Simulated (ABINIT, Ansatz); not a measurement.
**Quasiparticle gap of SrMg2Bi2 (P-3m1) in ABINIT**

Aim: the G0W0 gap of SrMg2Bi2 (P-3m1) on PBEsol, step by step.

Calculated with ABINIT 10.8.3; PBEsol and many-body steps on it, plane waves.

Most raw output is cut from this account.

## (1) The structure

Symmetry: P-3m1, No. 164, trigonal system. Conventional cell: a = 4.830 Å, b = 4.830 Å, c = 7.983 Å, α = 90.00°, β = 90.00°, γ = 120.00°. Nearest to Sr lie 6 Bi at 3.44 Å. Nearest to Mg lie 4 Bi at 2.95 to 2.97 Å. Bi has 4 Mg at 2.95 to 2.97 Å and 3 Sr at 3.44 Å nearest. Farther neighbours are not listed.

The cell and positions are those that the Materials Project relaxed with its own functionals (PBE, PBE+U or r2SCAN), kept fixed. Spin-orbit coupling is left out unless a step names it.

## (2) Ground state

This step: ABINIT 10.8.3; DFT, PBEsol, plane waves, norm-conserving pseudopotentials.

The ground-state density comes first.

Input file run.abi:

```
acell 3*1.0 Angstrom
rprim 
  4.829713290037 -0.000000000009 0.000000000000
  -2.414856645011 4.182654402172 0.000000000000
  0.000000000000 0.000000000000 7.982888130000
ntypat 3
znucl 38 12 83
natom 5
typat 1 2 2 3 3
xred 
  0.000000000000 0.000000000000 0.000000000000
  0.666666666667 0.333333333333 0.375044160000
  0.333333333333 0.666666666667 0.624955840000
  0.666666666667 0.333333333333 0.746734860000
  0.333333333333 0.666666666667 0.253265140000
pp_dirpath "pseudos"
pseudos "Sr.upf, Mg.upf, Bi.upf"
ecut 38
ngkpt 6 6 4
nshiftk 1
shiftk 0 0 0
kptopt 1
chksymbreak 0
nband 36
occopt 1
tolvrs 1e-10
nstep 60
prtwf 0
optforces 0
optstress 0
indata_prefix "in"
outdata_prefix "out"
tmpdata_prefix "tmp"
```

On the command line:

```
$ OMP_NUM_THREADS=1 mpirun -n 4 abinit run.abi > log
```

The job ended after 1.9 min (4 MPI ranks of Arm Neoverse V2, shared host; peak memory 0.75 GiB; 7.5 min of CPU time).

Numbers from this step:

| Item | Value |
| --- | --- |
| total energy | -8620.0132 eV |
| gap | 0.3984 eV |
| k of the valence top | 0, 0, 0 |
| k of the conduction bottom | 0, 0, 0 |
| least direct gap | 0.3984 eV |

The gap is direct, at Γ.

## (3) Bands along the symmetry lines

Levels along a band path, at the cheap level, show where the edges lie and whether the meshes to come will hold them.

Input file run.abi:

```
acell 3*1.0 Angstrom
rprim 
  4.829713290037 -0.000000000009 0.000000000000
  -2.414856645011 4.182654402172 0.000000000000
  0.000000000000 0.000000000000 7.982888130000
ntypat 3
znucl 38 12 83
natom 5
typat 1 2 2 3 3
xred 
  0.000000000000 0.000000000000 0.000000000000
  0.666666666667 0.333333333333 0.375044160000
  0.333333333333 0.666666666667 0.624955840000
  0.666666666667 0.333333333333 0.746734860000
  0.333333333333 0.666666666667 0.253265140000
pp_dirpath "pseudos"
pseudos "Sr.upf, Mg.upf, Bi.upf"
ecut 38
iscf -2
irdden 1
kptopt 0
nkpt 75
kpt 
  0.00000000 0.00000000 0.00000000
  0.06250000 0.00000000 0.00000000
  0.12500000 0.00000000 0.00000000
  0.18750000 0.00000000 0.00000000
  0.25000000 0.00000000 0.00000000
  0.31250000 0.00000000 0.00000000
  0.37500000 0.00000000 0.00000000
  0.43750000 0.00000000 0.00000000
  0.50000000 0.00000000 0.00000000
  0.47916667 0.04166667 0.00000000
  0.45833333 0.08333333 0.00000000
  0.43750000 0.12500000 0.00000000
  0.41666666 0.16666666 0.00000000
  0.39583333 0.20833333 0.00000000
  0.37500000 0.25000000 0.00000000
  0.35416666 0.29166666 0.00000000
  0.33333333 0.33333333 0.00000000
  0.29166666 0.29166666 0.00000000
  0.25000000 0.25000000 0.00000000
  0.20833333 0.20833333 0.00000000
  0.16666666 0.16666666 0.00000000
  0.12500000 0.12500000 0.00000000
  0.08333333 0.08333333 0.00000000
  0.04166667 0.04166667 0.00000000
  0.00000000 0.00000000 0.00000000
  0.00000000 0.00000000 0.06250000
  0.00000000 0.00000000 0.12500000
  0.00000000 0.00000000 0.18750000
  0.00000000 0.00000000 0.25000000
  0.00000000 0.00000000 0.31250000
  0.00000000 0.00000000 0.37500000
  0.00000000 0.00000000 0.43750000
  0.00000000 0.00000000 0.50000000
  0.06250000 0.00000000 0.50000000
  0.12500000 0.00000000 0.50000000
  0.18750000 0.00000000 0.50000000
  0.25000000 0.00000000 0.50000000
  0.31250000 0.00000000 0.50000000
  0.37500000 0.00000000 0.50000000
  0.43750000 0.00000000 0.50000000
  0.50000000 0.00000000 0.50000000
  0.47916667 0.04166667 0.50000000
  0.45833333 0.08333333 0.50000000
  0.43750000 0.12500000 0.50000000
  0.41666666 0.16666666 0.50000000
  0.39583333 0.20833333 0.50000000
  0.37500000 0.25000000 0.50000000
  0.35416666 0.29166666 0.50000000
  0.33333333 0.33333333 0.50000000
  0.29166666 0.29166666 0.50000000
  0.25000000 0.25000000 0.50000000
  0.20833333 0.20833333 0.50000000
  0.16666666 0.16666666 0.50000000
  0.12500000 0.12500000 0.50000000
  0.08333333 0.08333333 0.50000000
  0.04166667 0.04166667 0.50000000
  0.00000000 0.00000000 0.50000000
  0.50000000 0.00000000 0.50000000
  0.50000000 0.00000000 0.43750000
  0.50000000 0.00000000 0.37500000
  0.50000000 0.00000000 0.31250000
  0.50000000 0.00000000 0.25000000
  0.50000000 0.00000000 0.18750000
  0.50000000 0.00000000 0.12500000
  0.50000000 0.00000000 0.06250000
  0.50000000 0.00000000 0.00000000
  0.33333333 0.33333333 0.50000000
  0.33333333 0.33333333 0.43750000
  0.33333333 0.33333333 0.37500000
  0.33333333 0.33333333 0.31250000
  0.33333333 0.33333333 0.25000000
  0.33333333 0.33333333 0.18750000
  0.33333333 0.33333333 0.12500000
  0.33333333 0.33333333 0.06250000
  0.33333333 0.33333333 0.00000000
istwfk *1
nband 37
nbdbuf 2
tolwfr 1e-08
nstep 40
prtwf 0
prtvol 0
indata_prefix "in"
outdata_prefix "out"
tmpdata_prefix "tmp"
```

It took 2.8 min on 4 MPI ranks; peak memory 0.9 GiB.

This step gave:

| Item | Value |
| --- | --- |
| gap | 0.3984 eV |
| k of the valence top | 0, 0, 0 |
| k of the conduction bottom | 0, 0, 0 |
| least direct gap | 0.3984 eV |

The gap is 0.398 eV, as in the run before at this level.

The electronic bands at the labelled points (eV, zero at the top of the highest filled band):

```
    point  band 27  band 28  band 29  band 30  band 31  band 32  band 33  band 34
        Γ    -1.03    -0.02     0.00     0.00     0.40     0.92     2.30     2.74
  halfway    -2.16    -1.29    -0.71    -0.62     1.37     1.86     3.03     3.16
        M    -2.17    -1.70    -1.52    -1.03     0.81     2.31     2.48     3.81
  halfway    -2.33    -2.07    -1.64    -1.34     1.88     2.35     2.72     3.15
        K    -3.05    -1.77    -1.77    -1.63     1.92     3.02     3.02     3.46
  halfway    -2.51    -1.60    -1.08    -0.62     1.91     2.32     2.52     3.16
        Γ    -1.03    -0.02     0.00     0.00     0.40     0.92     2.30     2.74
  halfway    -0.93    -0.93    -0.21    -0.21     0.95     1.39     2.64     2.64
        A    -0.70    -0.70    -0.52    -0.52     1.00     1.65     2.53     2.53
  halfway    -1.45    -1.33    -1.27    -0.67     1.49     2.24     2.38     2.63
        L    -1.77    -1.66    -0.90    -0.83     1.26     1.31     1.73     2.34
  halfway    -2.16    -1.91    -1.34    -1.00     1.52     1.81     2.57     2.81
        H    -2.59    -2.38    -1.23    -1.23     1.82     1.82     3.26     3.39
  halfway    -1.58    -1.36    -1.27    -1.17     1.99     2.11     2.61     2.95
        A    -0.70    -0.70    -0.52    -0.52     1.00     1.65     2.53     2.53
jump to L    -1.77    -1.66    -0.90    -0.83     1.26     1.31     1.73     2.34
  halfway    -2.00    -1.60    -1.27    -0.92     0.92     1.63     2.51     2.86
        M    -2.17    -1.70    -1.52    -1.03     0.81     2.31     2.48     3.81
jump to H    -2.59    -2.38    -1.23    -1.23     1.82     1.82     3.26     3.39
  halfway    -2.91    -1.93    -1.51    -1.51     2.31     2.31     2.41     3.71
        K    -3.05    -1.77    -1.77    -1.63     1.92     3.02     3.02     3.46
```

## (4) Empty states on the mesh, 3×3×1 mesh, 119 bands

The sums over transitions need many empty states on a uniform mesh; this step solves for them.

Input file run.abi:

```
acell 3*1.0 Angstrom
rprim 
  4.829713290037 -0.000000000009 0.000000000000
  -2.414856645011 4.182654402172 0.000000000000
  0.000000000000 0.000000000000 7.982888130000
ntypat 3
znucl 38 12 83
natom 5
typat 1 2 2 3 3
xred 
  0.000000000000 0.000000000000 0.000000000000
  0.666666666667 0.333333333333 0.375044160000
  0.333333333333 0.666666666667 0.624955840000
  0.666666666667 0.333333333333 0.746734860000
  0.333333333333 0.666666666667 0.253265140000
pp_dirpath "pseudos"
pseudos "Sr.upf, Mg.upf, Bi.upf"
ecut 38
ngkpt 3 3 1
nshiftk 1
shiftk 0 0 0
kptopt 1
chksymbreak 0
iscf -2
irdden 1
istwfk *1
nband 119
nbdbuf 10
tolwfr 1e-09
nstep 60
prtvol 0
indata_prefix "in"
outdata_prefix "out"
tmpdata_prefix "tmp"
```

Wall time 46 s (4 MPI ranks); peak memory 0.48 GiB; 3 min of CPU time.

This step gave:

```yaml
gap: 0.3984 eV
k_of_the_valence_top: 0, 0, 0
k_of_the_conduction_bottom: 0, 0, 0
least_direct_gap: 0.3984 eV
k_points_computed: 3
lowest_point_of_the_top_converged_band_above_the_valence_top: 28.95 eV
```

On this mesh the gap is 0.398 eV.

## (5) Screening, 3×3×1 mesh, 109 bands, screening to 98 eV

The RPA dielectric matrix is built and inverted for each q.

This step: RPA screening on PBEsol, plane waves, norm-conserving pseudopotentials.

Edit run.abi of step 4 so:

```diff
@@ -23,10 +23,11 @@
 chksymbreak 0
-iscf -2
-irdden 1
 istwfk *1
-nband 119
-nbdbuf 10
-tolwfr 1e-09
-nstep 60
-prtvol 0
+occopt 1
+irdwfk 1
+optdriver 3
+nband 109
+ecuteps 3.6
+inclvkb 2
+awtr 1
+symchi 1
 indata_prefix "in"
```

The job ended after 20 s (4 MPI ranks; peak memory 1.2 GiB).

This step gave:

* ε∞ with local fields, on this mesh, along the program's q direction: 429.8
* the same without local fields: 482.0
* plasma frequency: 22.65 eV
* plane waves in the screening matrix: 361

Local fields lower ε∞ by 11 %. The value itself is an artefact of the mesh, where one narrow direct gap carries too much weight.

## (6) Self-energy, 3×3×1 mesh, 109 bands, screening to 98 eV

The self-energy is evaluated for the states that the input lists, and the levels follow from it, in one-shot runs by the linearised quasiparticle equation.

This step: G0W0 on PBEsol, plane waves, norm-conserving pseudopotentials.

Edit run.abi of step 5 so:

```diff
@@ -26,8 +26,15 @@
 irdwfk 1
-optdriver 3
+optdriver 4
 nband 109
+gwcalctyp 0
+ecutsigx 38
+symsigma 1
+nkptgw 1
+kptgw 
+  0.0000000000 0.0000000000 0.0000000000
+bdgw 
+  29 32
 ecuteps 3.6
-inclvkb 2
-awtr 1
-symchi 1
+irdscr 1
+ppmodel 1
 indata_prefix "in"
```

The job ended after 5.8 s (4 MPI ranks; peak memory 0.27 GiB; 23 s of CPU time).

This step gave:

* G0W0 gap on the points computed: 1.161 eV
* starting gap on the mesh: 0.3984 eV
* k of the valence top: 0, 0, 0
* k of the conduction bottom: 0, 0, 0
* Z at the valence top: 0.79
* Z at the conduction bottom: 0.796
* least direct G0W0 gap on the computed points: 1.161 eV

The gap on the mesh goes from 0.40 eV to 1.16 eV, a correction of +0.76 eV.

Limits: finite bands, cutoff and mesh; model gap, bands may invert with spin-orbit coupling; exchange with frozen shells missing; no spin-orbit coupling; coarse k mesh. v1 is the top filled band, c1 the lowest empty one. Levels before and after the correction, in eV, zero at the valence-band top of each column:

```
           conduction bottom  valence top
Kohn-Sham               0.40         0.00
     G0W0               1.16         0.00
```

```
             level  energy (eV)
Kohn-Sham  Γ v2-v1        0.000
Kohn-Sham     Γ c1        0.398
Kohn-Sham     Γ c2        0.923
     G0W0  Γ v2-v1        0.000
     G0W0     Γ c1        1.161
     G0W0     Γ c2        1.696
```

## (7) Where the time went

Times are wall times on 4 MPI ranks of Arm Neoverse V2, shared host, good to a factor of about two.

```
                          step     time  share  memory (GiB)
                  ground state  1.9 min   32 %          0.75
bands along the symmetry lines  2.8 min   47 %           0.9
      empty states on the mesh     46 s   13 %          0.48
                     screening     20 s    6 %           1.2
                   self-energy    5.8 s    2 %          0.27
```

## (8) What came out

* PBEsol gap: 0.40 eV, direct
* G0W0 gap on the mesh: 1.16 eV
* GW settings: 3×3×1 mesh, 109 bands, screening to 98 eV, Godby-Needs plasmon pole
* known limits: not at the basis limit; exchange with frozen shells missing; screening runs away on this mesh; no spin-orbit coupling; coarse k mesh

G0W0 moves the gap on the mesh from 0.40 eV to 1.16 eV (+0.76 eV), with Z of 0.79 and 0.80 at the edges. Local fields lower the RPA ε∞ on this mesh from 482.03 to 429.82; a Γ-centred mesh this coarse tends to raise both, most where the direct gap is narrow, while a short band sum lowers them. Only 1 of the mesh's irreducible points was corrected, so a valley elsewhere could overtake. Bands and cutoff are finite, so the gap is not at the basis limit. The miss can reach some tenths of an eV and take either sign; the mesh is an error of its own. In the G0W0 run levels were corrected at 1 k point alone, so a gap called «on the mesh» is the least over those, and an edge elsewhere would be missed. The 3×3×1 mesh is coarse for this cell, which bears on the long-range parts of exchange and screening. Where an edge is built on 6p states of lead, bismuth or thallium, scalar-relativistic gaps usually stand too wide, by a few tenths to over one eV. The norm-conserving file of at least one element keeps a d shell over frozen s and p shells of the same row. Exchange with those shells is missing from the self-energy, an error of 0.3 to 0.9 eV in cases checked, whose sign depends on which edge lies on those atoms. On this mesh the RPA ε∞ passes 90, more than nearly any semiconductor shows; a coarse mesh does this where one point with a narrow direct gap carries much weight. The screening is then too strong, and the G0W0 gap should not be taken as the material's. The many-body steps are scalar-relativistic: spin-orbit coupling is not in them.

[Paths, hosts, dates, memory and timing lines, banners, echoed tables and standing remarks are left out of the program output.]

[Logs are printed without paths, hosts, clocks, repeated set-up lines and the standing remarks that a program may print on its own settings, such as how far it seeks lower states.]

[Runs of the session that timed out or met a known fault of the program may be left out.]

[Hosts, paths, dates, database ids (printed as entryN), source tags and the programs' standing remarks are cut or masked in the printed files.]

[G0W0 gaps are taken among the corrected bands and points alone; a level outside them can change the order at an edge.]

[Where Ansatz stands beside ABINIT at settings called matched, ABINIT's density can come from a denser mesh and the files from another edition; pairs whose starting gaps differed by over 0.03 eV were left out, so agreement reads better than it is.]
